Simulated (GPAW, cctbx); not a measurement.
# How far are the atoms of ZnHI from free atoms?

Question: by how much does bonding change the X-ray structure factors of ZnHI, how firmly does DFT give the change, and what does a routine refinement make of it?

The start was made by putting kin elements into a known structure type; the compound need not exist, or be stable, in this form. All numbers below are calculated.

### 1. Find the equilibrium geometry

The density hangs on the geometry, so cell and atoms are relaxed first, with the symmetry held. The cutoff is set higher than for the density because stress converges slowly with plane waves.

Settings: GPAW 26.7.0, PBE, 670 eV, 4×4×2 k-points (along the axes of the calculation cell), Fermi–Dirac width 0.05 eV, BFGS to 0.03 eV/Å.

```text
cell
1.0
     3.993000000    0.000000000    0.000000000
     0.000000000    3.993000000    0.000000000
     0.000000000    0.000000000    8.507000000
I Zn H
2 2 2
Direct
0.500000000 0.000000000 0.328200000
0.000000000 0.500000000 0.671800000
0.500000000 0.000000000 0.837200000
0.000000000 0.500000000 0.162800000
0.500000000 0.500000000 0.000000000
0.000000000 0.000000000 0.000000000
```

```console
$ OMP_NUM_THREADS=1 mpirun -n 4 gpaw python run.py > gpaw.log
```

```text
BFGS:    0       -9.527203        1.057011
BFGS:    1       -9.576302        1.042308
BFGS:    2      -10.023053        0.872173
BFGS:    3      -10.378726        0.626499
...
BFGS:   20      -10.760274        0.064410
BFGS:   21      -10.762844        0.034919
BFGS:   22      -10.763795        0.013023
cell  3.6088 3.6088 9.6451  90.00 90.00 90.00
volume 125.611 A^3, largest force 0.007 eV/A, largest stress 0.10 GPa
```

The cell moved far, while the k-mesh and basis were chosen for the start, so the final shape may be somewhat biased.

After 22 steps the volume has changed by -7.4 % and the energy by -1.237 eV; the largest stress left is 0.10 GPa. It took 3.1 min on 4 cores of Arm Neoverse V2 (shared host), peak memory 1.3 GiB.

Relaxed structure: P4/nmm (no. 129, origin choice 1), a = 3.6088 Å, b = 3.6088 Å, c = 9.6451 Å, α = 90.00°, β = 90.00°, γ = 90.00°.

```csv
atom,mult.,x,y,z
I1,2,1/2,0,0.2842
Zn1,2,1/2,0,0.8970
H1,2,1/2,1/2,0
```

### 2. Density and charge transfer

X-rays see the whole electron density, so the PAW density is rebuilt with its core regions. Subtracting spherical free atoms from the same code cancels the cores and leaves the deformation density Δρ, the part due to bonding.

Settings: PBE, 550 eV, 5×5×2 k-points (along the axes of the calculation cell), Fermi–Dirac width 0.05 eV; primitive cell of 6 atoms.

```console
$ OMP_NUM_THREADS=1 mpirun -n 4 gpaw python run.py > gpaw.log
```

```text
|iter:   1|       0s |  -11.637372 | +0.34 |       |
|iter:   2|       0s |  -11.501650 | -1.32 | -1.26 |
|iter:   3|       1s |  -11.277669 | -1.11 | -1.30 |
...
|iter:   9|       3s |  -10.894973c| -5.98 | -3.62 |
|iter:  10|       4s |  -10.894961c| -6.77 | -4.26c|
|iter:  11|       4s |  -10.894962c| -7.97c| -4.81c|
```

```text
grid (40, 40, 108)  electrons 168.000  moved by bonding 0.745 e
deformation density beyond 0.5 A of the nuclei: max 0.090, min -0.068 e/A^3
atom        x       y       z   Voronoi charge  moment
I 1    0.5000  0.0000  0.2842     -0.090       0.00
I 2    0.0000  0.5000  0.7158     -0.090       0.00
Zn3    0.5000  0.0000  0.8970      0.272       0.00
Zn4    0.0000  0.5000  0.1030      0.272       0.00
H 5    0.5000  0.5000  0.0000     -0.182       0.00
H 6    0.0000  0.0000  0.0000     -0.182       0.00
mean inner potential of superposed free atoms 13.227 V
total magnetic moment 0.000 muB
```

Deformation density in a plane through the shortest contact of the Zn atom at the origin, in 0.01 e/Å³ (clipped at ±99); x from -1.6 to 3.7 Å, y from 2.4 down to -2.4 Å:

```text
  3   4   4   2   0   0   1   1   1   0   0   0   0   0   0   0
  8   .   .   5   1   0   0   0   0   1   2   1   1   1   1   0
  9   .   .   7   2  -1  -1  -1   0   0   1   1   0   0   1   1
  3   7   7   4   0  -3  -3  -2  -1   0   0   0   0   0   1   1
  0   1   1  -3  -6  -7  -6  -3  -1   1   2   2   1   0   0   1
  0  -2  -5  -6   .   .  -5  -5   1   6   .   .   4   1   0   0
  0  -2  -6  -2   .   .  -2  -5   2   9   .   .   7   2   0  -1
  0  -1  -4  -5   .   .  -5  -5   1   5   .   .   5   1  -2  -2
  1   0  -2  -5  -6  -6  -5  -3  -1   1   2   3   0  -4  -6  -5
  0   0  -1  -2  -2  -2  -1  -1   0   0  -1  -3  -6  -4  -3  -6
  0   0   0   0   0   0   1   0   0   0  -2  -6  -4   .   .  -2
  0   0   0   0   0   1   1   1   1   0  -1  -5  -3   .   .  -4
  0   0   0   0   0   0   0   0   1   1   0  -3  -6  -5  -5  -6
```

Atoms in or within 0.15 Å of the plane: Zn (3.2, -1.7), Zn (0.0, 0.0), H (2.1, 0.0), H (-1.1, 1.7) Å. Dots mark points within about 0.45 Å of a nucleus; large values next to them are atomic features.

H gains most (-0.18 e) and Zn loses most (+0.27 e), which isn't the order of electronegativity: valence and coordination count too, and Voronoi cells cut space at the midplane whatever the atoms' sizes. Such charges fall far short of formal ones, since overlapping free atoms already put density on their neighbours. Along the shortest contact from the Zn atom at the map's origin, Zn–H at 2.06 Å, Δρ is -0.01 e/Å³ at the midpoint; the highest value on the line, +0.10, lies at the edge of the range, 0.5 Å from H, and is an atomic rather than a bond feature: little sits at the middle, as in a polar contact, whose build-up shifts to the more electronegative atom. At the midpoints of other shortest contacts it is +0.01 (H–H, 2.55 Å), +0.02 (I–Zn, 3.09 Å), +0.01 (Zn–Zn, 3.23 Å) and +0.01 (I–H, 3.28 Å) e/Å³. Point values carry grid noise of about 0.01 e/Å³. The run needed 11 iterations, 8.7 s.

### 3. Structure factors

The Fourier components of Δρ, added to those of the free atoms, give the static X-ray structure factors; the Mott–Bethe relation turns them into the Fourier components V of the potential that fast electrons feel.

```text
static structure factors of the conventional cell: F in electrons, V (Mott-Bethe) in volts
   h  k  l      d  |F| table  |F| free   |F| DFT   change   |V| free  |V| DFT  change %
   0  0  1  9.6451    26.639    26.610    26.598   -0.012     2.142    2.183      1.9
   0  0  2  4.8225    72.006    72.183    72.091   -0.092     4.897    4.975      1.6
   1  0  1  3.3800    58.002    58.056    58.291    0.235     3.888    3.790     -2.5
   0  0  3  3.2150    37.153    36.957    37.273    0.316     2.670    2.551     -4.5
   1  0  2  2.8894    85.412    85.366    85.149   -0.217     5.047    5.113      1.3
   1  1  0  2.5518   132.896   133.076   132.627   -0.450     7.348    7.455      1.5
   1  1  1  2.4669    19.462    19.584    19.157   -0.427     0.812    0.907     11.7
   0  0  4  2.4113    14.834    14.757    15.199    0.442     1.126    1.032     -8.3
   1  0  3  2.4006   111.509   111.396   111.256   -0.140     6.142    6.172      0.5
   1  1  2  2.2555    62.684    62.534    62.792    0.258     3.605    3.557     -1.3
   1  0  4  2.0049    36.037    36.209    36.137   -0.072     1.853    1.864      0.6
   1  1  3  1.9987    30.147    30.517    30.311   -0.206     1.388    1.418      2.2
   0  0  5  1.9290   111.600   111.610   111.217   -0.393     5.349    5.403      1.0
   2  0  0  1.8044   119.513   119.030   119.146    0.116     5.818    5.804     -0.2
```

The largest X-ray change is -0.45 e on 110, 0.3 % of |F|. For electrons V goes as (Z − F)/g², so a change of F counts against Z − F, which is small at low angle and wherever the atoms' terms cancel: |V| of 111 moves by +11.7 % (0.81 to 0.91 V) against -2.2 % in |F|. The last three rows still change by up to 0.39 e; the table stops while the angles are still low. The tabulated Hartree–Fock atoms differ from the free DFT atoms by up to 0.48 e, so the choice of reference atom matters too.

### 4. The functional ladder

The same geometry is run with other functionals, to see whether the bonding signal is larger than the spread between approximations. Free atoms are LDA for LDA and PBE otherwise. Any other changed setting is in the row's label.

| run | ΔF 110 (e) | ΔF 004 (e) | ΔF 111 (e) | q(H) (e) | moved (e) | time |
| --- | --- | --- | --- | --- | --- | --- |
| PBE | -0.450 | +0.442 | -0.427 | -0.182 | 0.745 | 8.7 s |
| LDA | -0.441 | +0.424 | -0.402 | -0.174 | 0.685 | 8 s |
| revPBE | -0.460 | +0.450 | -0.441 | -0.187 | 0.803 | 8.7 s |

At the base's settings ΔF(110) spans -0.460 to -0.441 e, a spread of 4 % of the PBE value; over the three listed reflections the spread is at most 9 %, so sign and size hold across the functionals. Times are from shared hosts.

### 5. Refining ordinary atoms against data with bonding

Routine crystallography fits spherical atoms. To see the bias, intensities are simulated from tabulated atoms plus the DFT change ΔF, so that bonding alone can misfit (8048 reflections of the full sphere, merged to the counts below, to 0.4 Å, 1.5 % proportional noise plus counting noise, assumed isotropic U as listed, Δρ smeared by the mean U) and refined with cctbx over different ranges.

```
                    range  data      R1  GooF  U I1 (true 0.0043)  U Zn1 (true 0.0053)  U H1 (true 0.0163)  largest shift (Å)  Δρ max, min (e/Å³)
                 all data   667  0.0042  1.00              0.0043               0.0053              0.0096             0.0000         0.40, -0.31
 low resolution, d > 0.84    94  0.0038  1.17              0.0043               0.0052              0.0064             0.0002         0.17, -0.13
     high order, d < 0.75   542  0.0043  0.97              0.0043               0.0053              0.0172             0.0000         0.35, -0.34
occupancies free, d > 0.7   149  0.0035  1.03              0.0043               0.0053              0.0127             0.0002         0.18, -0.16
```

With all data GooF is 1.00, so at this noise the bonding hardly shows; the top residual peak lies 0.86 Å from I and 3.65 Å from Zn. No U is off by more than 3 s.u. at low resolution. With I1 held at 1 and the scale free, the other occupancies refine to Zn1 1.000(0.001) and H1 1.110(0.065), within three s.u. of full.

### 6. Answer

Bonding moves 0.74 e in the primitive cell of ZnHI and changes the structure factors of the conventional cell in the table above by at most 0.45 e (110, 0.3 %), and among reflections above 2 % of the strongest by up to 3.0 % (004). The shortest bond, Zn–H, has Δρ = -0.01 e/Å³ at its midpoint, low for a shared bond; with the charge transfer this is a polar contact. At the base's settings ΔF(110) spans -0.460 to -0.441 e, a spread of 4 % of the PBE value; over the three listed reflections the spread is at most 9 %, so sign and size hold across the functionals. With all data GooF is 1.00, so at this noise the bonding hardly shows. Limits: static density, frozen cores, no spin–orbit coupling.

[Outputs are excerpts: Python notices, other lines and further rows are left out; steps that failed or that the build refused (PBEsol, TPSS) are not shown.]

[Logs are printed without paths, hosts, clocks, repeated set-up lines and the standing remarks that a program may print on its own settings, such as how far it seeks lower states.]
